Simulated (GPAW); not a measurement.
# SiC (Moissanite 3C): optical spectrum from first principles

Aim: the dielectric function of SiC (Moissanite 3C), and the optical constants that follow from it.

Calculated with GPAW 26.7.0; DFT, revPBE, plane-wave PAW (GPAW data sets), scalar-relativistic, RPA, optical limit.

## 1. Starting point

Symmetry: F-43m, No. 216, cubic system. Conventional cell: a = 4.358 Å, b = 4.358 Å, c = 4.358 Å, α = 90.00°, β = 90.00°, γ = 90.00°. Nearest to Si lie 4 C at 1.89 Å. C has 4 Si at 1.89 Å nearest. Farther neighbours are not listed.

As a file:

```
Si C
1.0
     0.00000    2.17900    2.17900
     2.17900    0.00000    2.17900
     2.17900    2.17900    0.00000
Si C
1 1
Direct
  0.00000 0.00000 0.00000
  0.75000 0.75000 0.75000
```

## 2. Bands for the response

The response needs many more empty bands than the density does.

This step: DFT, revPBE, plane-wave PAW (GPAW data sets), scalar-relativistic, bands at fixed density (GPAW 26.7.0).

The input, nscf.py:

```python
from ase.dft.bandgap import bandgap
from gpaw import GPAW, FermiDirac

calc = GPAW('gs.gpw').fixed_density(kpts={'size': (16, 16, 16), 'gamma': True}, nbands=22, convergence={'bands': 16},
                                    occupations=FermiDirac(0.001), txt='nscf.txt')
print('gap (eV)', bandgap(calc, output=None)[0])
print('direct gap (eV)', bandgap(calc, direct=True, output=None)[0])
calc.write('full.gpw', mode='all')
```

Run with:

```console
> OMP_NUM_THREADS=1 python nscf.py
```

Numbers of over 12 decimals in the logs are rounded to 6 here.

The log of the run:

```text
Diagonalizing LCAO Hamiltonian
Converting LCAO to pw mode
convergence criteria:
- Maximum integral of absolute [eigenst]ate change: 4e-08 eV^2 / valence electron
maximum number of iterations: 150

SCF iterations
|iter     |      energy | eigst |  dens |
|iter:   1||             | +2.90 |       |
|iter:   2||             | +1.13 |       |
|iter:   3||             | -1.28 |       |
|iter:   4||             | -3.04 |       |
|iter:   5||             | -5.05 |       |
|iter:   6||             | -6.57 |       |
|iter:   7||             | -7.75c|       |
SCF steps: 7
  __  _  _
 | _ |_)|_||  |
 |__||  | ||/\| - 26.7.0

Versions:
  Python: 3.12.14
  ASE:    3.29.0
  Numpy:  2.5.5
  Scipy:  1.18.1
  Libxc:  7.0.0

Input parameters:
  mode=PW(ecut=500.0),
  convergence={'bands': 16},
  gpts=array([16, 16, 16]),
  kpts=MonkhorstPack(size=(16, 16, 16), gamma=True),
  maxiter=150,
  nbands=22,
  occupations=Occupations(name='fermi-dirac', width=0.001, fixmagmom=False),
  parallel={},
  xc=XC(name='revPBE')

--- standard output ---
gap (eV) 1.353565
direct gap (eV) 4.548912
```

Run time: 17 s. Hardware: 1 thread of Arm Neoverse V2, shared host; peak memory 0.17 GiB.

Numbers from this step:

```
gap on the k-mesh      : 1.354 eV
direct gap on the mesh : 4.549 eV
```

## 3. Dielectric function, RPA

Local fields let the induced charge screen the field inside the cell, which as a rule lowers ε, most along directions where the density is uneven.

This step: DFT, revPBE, plane-wave PAW (GPAW data sets), scalar-relativistic, RPA, optical limit (GPAW 26.7.0).

The input, df.py:

```python
from gpaw.response.df import DielectricFunction

df = DielectricFunction('full.gpw', frequencies={'type': 'nonlinear', 'domega0': 0.03, 'omega2': 8},
                        ecut=80,
                        eta=0.15,
                        nbands=16,
                        txt='df.txt')
for direction in ['x']:
    df.get_dielectric_function(xc='RPA', direction=direction, filename=f'df_{direction}.csv')
```

Run with:

```console
> OMP_NUM_THREADS=1 python df.py
```

The log of the run:

```text
Using integrator: PointIntegrator
NonLinearFrequencyDescriptor(from 0.000 to 49.845 eV, 465 points)
Nonperiodic BCs:  [False False False]
Using integrator: PointIntegrator
NonLinearFrequencyDescriptor(from 0.000 to 49.845 eV, 465 points)
Nonperiodic BCs:  [False False False]

Calculating chi0 body with:
    Ground state adapter containing:
    Number of spins: 1
    Number of kpoints: 4096
    Number of irreducible kpoints: 145
    Number of completely occupied states: 4
    Number of partially occupied states: 4

    Linear response parametrization:
    q_c: [0.0, 0.0, 0.0]
    Number of frequency points: 465
    Planewave cutoff: 80.0
    Number of bands: 16
    Number of planewaves: 27
    Broadening (eta): 0.15

Integrating chi0 body.

Symmetries of q_c:
    Direct symmetries (Uq -> q): 24
    Indirect symmetries (TUq -> q): 24
In total 48 allowed symmetries.

145 groups of equivalent kpoints. 96.4599609375% reduction.

Integral kind: spectral function

Calculating chi0 optical extensions with:
    Ground state adapter containing:
    Number of spins: 1
    Number of kpoints: 4096
    Number of irreducible kpoints: 145
    Number of completely occupied states: 4
    Number of partially occupied states: 4

    Linear response parametrization:
    Number of frequency points: 465
    Planewave cutoff: 80.0
    Number of bands: 16
    Number of planewaves: 27
    Broadening (eta): 0.15
Integrating chi0 head and wings.

Symmetries of q_c:
    Direct symmetries (Uq -> q): 24
    Indirect symmetries (TUq -> q): 24
In total 48 allowed symmetries.

145 groups of equivalent kpoints. 96.4599609375% reduction.

Integral kind: spectral function wings
```

Wall time 3.5 s (1 thread); peak memory 0.21 GiB.

This step gave:

```
electronic dielectric constant ε∞, mean over x, y and z (by symmetry where fewer were run) : 6.599
main peak of Im epsilon, first axis                                                        : 6.922 eV
centre of weight of the strongest loss peak in the window                                  : 22.82 eV
```

Some rows of df_x.csv (energy; Re and Im without local fields; Re and Im with them):

```text
0.000000, 7.075623, 0.000000, 6.598646, 0.000000
0.651243, 7.124668, 0.022860, 6.642251, 0.020320
1.347938, 7.292677, 0.050522, 6.791504, 0.044851
2.095014, 7.634574, 0.089430, 7.094665, 0.079195
2.898142, 8.272436, 0.156228, 7.658302, 0.137731
3.763875, 9.550694, 0.318827, 8.780716, 0.278790
4.699832, 12.597241, 2.029947, 11.422724, 1.753516
5.714917, 14.814878, 7.553870, 13.424837, 6.346689
6.819608, 6.669078, 21.225655, 7.511205, 19.233368
8.026317, 1.777123, 11.305733, 1.679341, 9.687519
9.349861, -4.323046, 8.348484, -2.900299, 8.062249
10.808071, -3.932304, 3.563438, -3.407042, 3.849740
12.422601, -2.796486, 2.123798, -2.517932, 2.358001
14.220012, -1.858381, 1.383922, -1.672271, 1.584931
16.233242, -1.323362, 0.781430, -1.260673, 1.027419
18.503643, -0.636702, 0.448262, -0.625530, 0.553074
21.083856, -0.148098, 0.220897, -0.147144, 0.253400
24.041937, 0.144453, 0.197142, 0.138447, 0.251765
27.467452, 0.378825, 0.127934, 0.376518, 0.117371
```

The Im ε, E ∥ x has structure finer than the step of the table below, so its rows give means over 1 eV, whole bins alone (the curve runs from 0 to 29.9 eV). Peaks (eV: height): 6.9: 19.7, 8.3: 13.0.

Values under the direct gap are tails of Lorentzian lines. Table of Im ε, E ∥ x by photon energy; means over each step:

```tsv
photon energy (eV)	Im ε, E ∥ x
1	0.0324
2	0.0753
3	0.153
4	0.432
5	2.95
6	8.71
7	15.8
8	10.9
9	8.94
10	6.46
11	3.56
12	3.22
13	2.10
14	1.73
15	1.37
16	1.10
17	0.712
18	0.586
19	0.443
20	0.340
21	0.262
22	0.252
23	0.264
24	0.260
25	0.210
26	0.153
27	0.113
28	0.117
29	0.138
```

The Re ε, E ∥ x by photon energy:

```tsv
photon energy (eV)	Re ε, E ∥ x
0	6.60
1	6.70
2	7.05
3	7.76
4	9.27
5	12.1
6	13.4
7	2.10
8	1.41
9	-2.31
10	-3.23
11	-3.22
12	-2.95
13	-2.11
14	-1.67
15	-1.53
16	-1.23
17	-0.944
18	-0.682
19	-0.571
20	-0.344
21	-0.163
22	0.0316
23	0.0768
24	0.137
25	0.146
26	0.233
27	0.331
28	0.407
29	0.470
```

The loss function −Im 1/ε at q → 0, E ∥ x has structure finer than the step of the table below, so its rows give means over 1 eV, whole bins alone (the curve runs from 0 to 29.9 eV). Peaks (eV: height): 21.9: 4.38, 25.0: 3.37.

Values under the direct gap are tails of Lorentzian lines. Loss function −Im 1/ε at q → 0, E ∥ x against energy loss; means over each step:

```tsv
energy loss (eV)	loss function −Im 1/ε at q → 0, E ∥ x
1	7.2e-4
2	0.00150
3	0.00249
4	0.00464
5	0.0179
6	0.0324
7	0.0605
8	0.0910
9	0.104
10	0.117
11	0.169
12	0.187
13	0.246
14	0.300
15	0.352
16	0.405
17	0.500
18	0.717
19	0.931
20	1.53
21	2.83
22	3.87
23	3.44
24	2.89
25	2.90
26	1.89
27	0.931
28	0.655
29	0.585
```

The reflectivity at normal incidence, E ∥ x has structure finer than the step of the table below, so its rows give means over 0.5 eV, whole bins alone (the curve runs from 0 to 29.9 eV). Peaks (eV: height): 7.10: 52.7, 10.52: 56.4, 12.18: 54.8, 16.75: 55.3, 19.09: 53.3.

The reflectivity at normal incidence, E ∥ x by photon energy; means over each step:

```tsv
photon energy (eV)	reflectivity at normal incidence, E ∥ x (%)
0.5	19.4
1.0	19.6
1.5	20.0
2.0	20.5
2.5	21.2
3.0	22.3
3.5	23.6
4.0	25.6
4.5	28.7
5.0	31.5
5.5	34.3
6.0	37.6
6.5	43.7
7.0	50.6
7.5	41.9
8.0	40.4
8.5	47.4
9.0	46.4
9.5	48.4
10.0	50.0
10.5	54.8
11.0	52.6
11.5	43.5
12.0	50.4
12.5	51.7
13.0	50.0
13.5	47.2
14.0	47.9
14.5	46.8
15.0	48.7
15.5	47.3
16.0	48.0
16.5	53.2
17.0	53.1
17.5	50.3
18.0	49.1
18.5	47.8
19.0	51.1
19.5	48.6
20.0	46.7
20.5	45.2
21.0	41.8
21.5	35.8
22.0	25.6
22.5	21.4
23.0	20.9
23.5	17.1
24.0	16.0
24.5	15.2
25.0	16.3
25.5	12.9
26.0	11.5
26.5	9.42
27.0	7.22
27.5	5.78
28.0	4.98
28.5	4.16
29.0	3.67
29.5	3.60
```

Table of refractive index n and extinction k by photon energy:

```tsv
photon energy (eV)	n	k
0	2.57	0
1	2.59	0.00619
2	2.65	0.0140
3	2.78	0.0266
4	3.05	0.0595
5	3.51	0.380
6	3.83	1.11
7	3.28	2.95
8	2.38	2.06
9	1.89	2.43
10	1.39	2.27
11	0.848	1.98
12	0.910	1.94
13	0.642	1.59
14	0.613	1.43
15	0.510	1.34
16	0.476	1.21
17	0.335	1.03
18	0.323	0.886
19	0.279	0.805
20	0.272	0.646
21	0.266	0.483
22	0.366	0.320
23	0.416	0.310
24	0.463	0.278
25	0.441	0.221
26	0.509	0.163
27	0.583	0.0947
28	0.645	0.0925
29	0.693	0.101
```

At chosen wavelengths:

```tsv
wavelength (nm)	n	k	R (%)	1/α
1550	2.58	0.005	19.5	25 µm
633	2.65	0.014	20.4	3.7 µm
532	2.69	0.017	21.0	2.4 µm
405	2.80	0.028	22.4	1.2 µm
365	2.87	0.035	23.3	829 nm
308	3.06	0.061	25.7	400 nm
248	3.51	0.380	31.4	52 nm
```

Below the direct gap, k and the depth come from the tails of the Lorentzian lines, not from transitions.

Rows near the edge hang on the gap, which this functional as a rule makes too small, and phonon-assisted absorption is left out.

## 4. What came out

```yaml
electronic_dielectric_constant_eps_infinity_mean_over_x_y_and_z_by_symmetry_where_fewer_were_run_rpa: 6.60
main_peak_of_im_epsilon_first_axis: 6.92 eV
centre_of_weight_of_the_strongest_loss_peak_in_the_window_first_axis: 22.8 eV
```

In words: At this level (revPBE, RPA) SiC has ε∞ = 6.60 and n = 2.58 at 1550 nm, and Im ε peaks at 6.9 eV. On the mesh the gap is 1.35 eV and the least direct gap 4.55 eV, so on this mesh the band edges lie at different points. Local fields change the static value along x from 7.08 to 6.60 (-7 %). Distinct maxima of Im ε, read by a parabola through the highest points, lie at 6.92 eV (20), 7.83 eV (11), 8.32 eV (13) and 11.86 eV (3.8). Excitons and phonon-assisted transitions are missing; revPBE gaps are as a rule too small, which pulls the onset down and ε∞ up. The sum runs over mesh points, so small or evenly spaced maxima can still be ripples of the mesh. Besides steps told in other documents, this task had 2 runs with a known fault of program or setting; those not told in a step above aren't shown.

[Machine, clock and banner lines and Python warnings are left out of the logs.]

[Logs are printed without paths, hosts, clocks, repeated set-up lines and the standing remarks that a program may print on its own settings, such as how far it seeks lower states.]

[Hosts, paths, dates, database ids (printed as entryN), source tags and the programs' standing remarks are cut or masked in the printed files.]
